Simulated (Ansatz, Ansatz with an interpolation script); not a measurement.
Rows from a G0W0 calculation on Al2O3 (Corundum) (Ansatz 0.2.0; G0W0 on LDA, plane waves, PAW; PAW set soft_1; 4×4×4 mesh, 390 empty bands, screening to 160 eV, PAW set soft_1 files), in eV. Spin-orbit coupling is left out.

| row | Σx | Σc | Vxc | Z |
| --- | --- | --- | --- | --- |
| A | -26.44 | 4.38 | -20.69 | 0.80 |
| B | -26.84 | 4.10 | -21.52 | 0.81 |
| C | -11.54 | -4.02 | -17.08 | 0.85 |
| D | -8.03 | -4.48 | -14.12 | 0.85 |
| E | -26.92 | 4.15 | -21.52 | 0.80 |
| F | -26.12 | 4.25 | -20.49 | 0.80 |

Which rows are filled states and which are empty ones, and how can one tell?

Filled: A, B, E and F. Empty: C and D. The sign of Σc tells: for a filled state bare exchange, which holds its interaction with itself, lies below Vxc (Σx − Vxc is -5.3 eV or lower here) and screening gives part back as a positive Σc. For an empty state Σx lies above Vxc (+5.5 eV or more) and the Coulomb hole leaves Σc negative.

[Runs of the session that timed out or met a known fault of the program may be left out.]

[Hosts, paths, dates, database ids (printed as entryN), source tags and the programs' standing remarks are cut or masked in the printed files.]
